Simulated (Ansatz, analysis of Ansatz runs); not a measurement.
# Zero-phonon line of the N3V centre in diamond (HSE06 on PBE structures), part 3 of 3

Subject: N3V centre in diamond. Wanted: its zero-phonon line, in one set-up (HSE06 on PBE structures, 216-site cell, PBE lattice, 420 eV, k: the zone centre alone). The model is a cell of 216 host atoms with 1 site emptied, N put on another atom's site, N put on another atom's site and N put on another atom's site. The excitation energy is a difference of total energies with one electron moved up within one spin channel. Exact exchange opens the gap, stiffens bonds and lessens the self-interaction error, at many times the cost.

Ansatz 0.2.0; HSE06 on PBE structures, 216-site cell, PBE lattice, 420 eV, k: the zone centre alone.

So far. Step 4 (Ground state at the level of the structure): Under PBE at the zone centre alone, the highest filled state is spin up, spread over 5 of 215 atoms, and the lowest empty one, 1.44 eV above it, is spin down, spread over 4 of 215 atoms.

**7. Ground state at the excited state's structure**

The ground state at the excited structure gives the vertical emission.

This step: plane-wave PAW DFT, HSE06; single point of a defect supercell on the structure relaxed with PBE.

The input, ground_at_excited/input.yaml:

```yaml
crystal:
  lattice:
    - [10.71474525, 0.0, 0.0]
    - [0.0, 10.71474525, 0.0]
    - [0.0, 0.0, 10.71474525]
  atoms:
    - { symbol: C, position: [6.0311e-05, -7.71e-06, 0.166636842] }
    - { symbol: C, position: [9.4403e-05, 0.166757375, -4.9052e-05] }
    - { symbol: C, position: [0.166779875, -7.862e-06, -8.328e-05] }
    - { symbol: C, position: [0.166999771, 0.166957788, 0.166856496] }
    - { symbol: C, position: [0.083558059, 0.083338036, 0.249999604] }
    - { symbol: C, position: [0.083581922, 0.249935883, 0.083436592] }
    - { symbol: C, position: [0.250144929, 0.083337925, 0.083412678] }
    - { symbol: C, position: [0.250662874, 0.250502145, 0.250518338] }
    - { symbol: C, position: [0.000267439, 0.000238277, 0.500014845] }
    - { symbol: C, position: [0.000322271, 0.166853339, 0.333299958] }
    - { symbol: C, position: [0.166850548, 0.000245929, 0.33321551] }
    - { symbol: C, position: [0.166595641, 0.166436599, 0.500043073] }
    - { symbol: C, position: [0.083346461, 0.083076145, 0.583368881] }
    - { symbol: C, position: [0.083809689, 0.250243863, 0.416857297] }
    - { symbol: C, position: [0.250366304, 0.083482724, 0.416825945] }
    - { symbol: C, position: [0.249029415, 0.248583937, 0.583680882] }
    - { symbol: C, position: [7.8438e-05, -6.5903e-05, 0.833252474] }
    - { symbol: C, position: [-4.234e-05, 0.166716014, 0.666628557] }
    - { symbol: C, position: [0.166815412, -0.000240005, 0.666636806] }
    - { symbol: C, position: [0.166725147, 0.166622177, 0.833348351] }
    - { symbol: C, position: [0.083372556, 0.083065478, 0.916660289] }
    - { symbol: C, position: [0.083154319, 0.249671265, 0.750118632] }
    - { symbol: C, position: [0.249919341, 0.08271074, 0.750157678] }
    - { symbol: C, position: [0.250008962, 0.249717952, 0.91689059] }
    - { symbol: C, position: [0.000309653, 0.333397288, 0.166841924] }
    - { symbol: C, position: [0.000273339, 0.500187061, 0.000130298] }
    - { symbol: C, position: [0.166984787, 0.333396591, 0.000166018] }
    - { symbol: C, position: [0.166451462, 0.500229085, 0.166307117] }
    - { symbol: C, position: [0.083789357, 0.416842314, 0.25027945] }
    - { symbol: C, position: [0.08330664, 0.583186434, 0.083160927] }
[... 77 lines left out ...]
    - { symbol: "N", position: [0.409457768, 0.407998975, 0.590252208] }
    - { symbol: "N", position: [0.409670867, 0.589554141, 0.409510983] }
    - { symbol: "N", position: [0.590398481, 0.408001161, 0.409300636] }
[... 97 lines left out ...]
    - { symbol: C, position: [0.666882811, 0.666768315, 0.833333156] }
    - { symbol: C, position: [0.666869163, 0.833451671, 0.666725722] }
    - { symbol: C, position: [0.833475383, 0.666768453, 0.666739455] }
    - { symbol: C, position: [0.833413334, 0.833242717, 0.833269307] }
    - { symbol: C, position: [0.750015807, 0.749741854, 0.916804351] }
    - { symbol: C, position: [0.75005428, 0.916643865, 0.749908878] }
    - { symbol: C, position: [0.916949866, 0.749741549, 0.749870037] }
    - { symbol: C, position: [0.916711615, 0.916385612, 0.916565625] }
basis:
  ecutwfc: 420
  xc_grid: 2
hamiltonian:
  xc: hse06
kpoints:
  mp_grid: { grid: [1, 1, 1] }
magnetization:
  spin_polarized: true
  initial_magnetization: 1
  spin_locking: { lock_magnetization: hard }
scf:
  occupations: { method: fermi_dirac, width: 0.01 }
  max_iter: 120
  n_extra_bands: 20
  lower_state_search: "off"
output:
  forces: true
checkpoint:
  read: "../ground.run"
  write: "../ground_at_excited.run"
  compress: false
  write_wavefunctions: true
  write_every: 100000
```

Run with:

```console
> ansatz run input.yaml --threads 32 --pin off --max-ram 84787MiB --backend cuda --events-out ev --progress --plain --runs-dir out --max-vram 78GiB
```

Numbers of over 12 decimals in the logs are rounded to 6 here.

The program printed:

```text
[...]
Warning: at least one further symmetry operation maps every atom of the structure, as the run holds it, onto an atom to within 2.17e-5 (fractional), and is not used: no operation is sought that the atoms, as the run holds them, miss by more than 2.00e-5, [...]
[...]
Warning: checkpoint.read: the run can stay near the saved state's solution: 215 site(s) moved relative to the saved geometry (max |Δs| = 2.965e-3 fractional); [...]
[...]
Crystal: 215 atoms, lattice volume = 1230.115 Å³
Basis set: ecut = 420 eV, 23871 PW (Γ), exchange–correlation on 144×144×144 points (8 copies of the dense FFT grid, shifted against one another)
Bands: 452, of which v1, the nominal top of the filled ones, is band 432 counted from 1 (431 counted from 0)
Symmetry: 1 space group operations
[...]
k-points: 1
[...]
SCF iter   8: F=-54331.256574 eV  HF=-54331.256574 eV  |Δ(HF+E_count)|=  6.11e-10  Δρ=1.62e-7 (↑1.62e-7 ↓1.55e-7)  dr2=1.12e-9  dr2_m=3.31e-11  M=1.000 μB ∫|m|=1.193 μB sched 1.00e-12)  Hψ=1770
SCF 3 converged in 8 iterations: F = -54331.256574 eV  dr2 = 1.12e-9
[...]
Magnetization: 1.0000 μB (432.0000 up, 431.0000 down)
Absolute magnetization: 1.1931 μB (∫|ρ↑−ρ↓|, with the PAW one-centre terms)
[...]
Per-site moments (μB) at R_I (Å): [(6.893202420777955e-6, 0.637278), (6.843711122227409e-6, 0.638263), (6.896828192745549e-6, 0.637278), [... 6 left out ...]
Free energy (F): -54331.256574 eV
[...]
Internal energy: -54331.256574 eV  (E = F + TS)
E sigma→0 (E₀):  -54331.256574 eV
Fermi energy:    14.503864 (↑ 15.416260, ↓ 14.401552) eV
[...]
--- Forces (eV/Å), atoms counted from 1 ---
  atom   1  C      0.00595691    -0.08681847    -0.00474608
  atom   2  C      0.00073496    -0.10794858    -0.00031528
  [... 4 atoms left out ...]
  [... 209 more lines of this table ...]
  max |Σ_I F_I| component: 1.61e-5 eV/Å
--- Band table (eV) ---
[...]
```

Wall time 12 s (1 × NVIDIA GB200 with 32 threads of Arm Neoverse V2, shared host); peak memory 2.5 GiB; 47 s of CPU time.

Numbers from this step:

| Item | Value |
| --- | --- |
| free energy | -54331.2566 eV |
| total moment | 1 μB |
| integral of the absolute spin density | 1.193 μB |
| spin contamination | 0.004843 |

**8. Excited state at its own structure**

The excited state is taken again at the dearer level on its own structure.

This step: plane-wave PAW DFT, HSE06; single point of a defect supercell on the structure relaxed with PBE.

excited_at_excited/input.yaml, as its differences from ground_at_excited/input.yaml of step 7:

```diff
@@ -61,4 +61,9 @@
 scf:
-  occupations: { method: fermi_dirac, width: 0.01 }
-  max_iter: 120
+  occupations:
+    method: fermi_dirac
+    width: 0.01
+    excite:
+      from: { channel: down, k: 0, band: v2, track: overlap }
+      to: { channel: down, k: 0, band: v1, track: overlap }
+  max_iter: 150
   n_extra_bands: 20
@@ -68,6 +73,2 @@
 checkpoint:
-  read: "../ground.run"
-  write: "../ground_at_excited.run"
-  compress: false
-  write_wavefunctions: true
-  write_every: 100000
+  read: "../ground_at_excited.run"
```

The program printed:

```text
[...]
Crystal: 215 atoms, lattice volume = 1230.115 Å³
Basis set: ecut = 420 eV, 23871 PW (Γ), exchange–correlation on 144×144×144 points (8 copies of the dense FFT grid, shifted against one another)
Bands: 452, of which v1, the nominal top of the filled ones, is band 432 counted from 1 (431 counted from 0)
Symmetry: 1 space group operations
[...]
k-points: 1
[...]
hybrid outer 1: dexx = +1.360e0 eV, tail = 1.11e-3 eV
[...]
SCF iter   2: F=—  HF=-54328.553855 eV  |Δ(HF+E_count)|=   7.10e-5  Δρ=1.19e-4 (↑6.85e-5 ↓1.19e-4)  dr2=5.42e-5  dr2_m=8.68e-5  M=1.000 μB ∫|m|=1.174 μB  Hψ=2231
[...]
SCF iter  14: F=-54328.553926 eV  HF=-54328.553926 eV  |Δ(HF+E_count)|=  7.71e-10  Δρ=1.10e-7 (↑1.10e-7 ↓1.10e-7)  dr2=3.96e-10  dr2_m=1.17e-10  M=1.000 μB ∫|m|=1.177 μB sched 1.00e-12)  Hψ=1843
SCF 2 converged in 14 iterations: F = -54328.553926 eV  dr2 = 3.96e-10
[...]
Frozen-core exchange: fock
[...]
SCF 3 converged in 5 iterations: F = -54328.553928 eV  dr2 = 1.46e-10
[...]
Magnetization: 1.0000 μB (432.0000 up, 431.0000 down)
Absolute magnetization: 1.1790 μB (∫|ρ↑−ρ↓|, with the PAW one-centre terms)
[...]
Per-site moments (μB) at R_I (Å): [(0.00117679, 0.637278), (0.00121788, 0.638263), (0.00117647, 0.637278), [... 6 left out ...]
Free energy (F): -54328.553928 eV
[...]
Internal energy: -54328.553928 eV  (E = F + TS)
E sigma→0 (E₀):  -54328.553928 eV
[...]
--- Forces (eV/Å), atoms counted from 1 ---
  atom   1  C     -0.00173028    -0.01964893     0.00040528
  atom   2  C     -0.00102712    -0.01755277    -0.00115964
  [... 4 atoms left out ...]
  [... 209 more lines of this table ...]
  max |Σ_I F_I| component: 7.09e-6 eV/Å
--- Band table (eV) ---
[...]
```

Elapsed: 24 s, on 1 × NVIDIA GB200 with 32 threads; peak memory 2.6 GiB.

This step gave:

```yaml
free_energy: -54328.5539 eV
total_moment: 1 μB
integral_of_the_absolute_spin_density: 1.179 μB
spin_contamination: 0.002860
```

**9. Results**

```yaml
difference_of_the_two_kohn_sham_levels: 3.57 eV
vertical_absorption_energy: 3.10 eV
zero_phonon_line_relaxed_excited_less_relaxed_ground_state: 2.89 eV
vertical_emission_energy: 2.70 eV
time_of_the_whole_chain: 2 min on 32 threads and a graphics card
```

Zero-phonon line: computed 2.89 eV, measured 2.99 eV; 0.10 eV below the measurement. Delta-SCF with one determinant leaves out multiplet mixing and the dynamic Jahn-Teller effect. Limits: the structure comes from another functional than the final numbers.

[Logs are printed without paths, hosts, clocks, repeated set-up lines and the standing remarks that a program may print on its own settings, such as how far it seeks lower states.]

[Hosts, paths, dates, database ids (printed as entryN), source tags and the programs' standing remarks are cut or masked in the printed files.]

[For some hosts the program warned that the k-mesh of the response run may be too coarse for force constants and the static dielectric constant; such warnings are not shown here.]
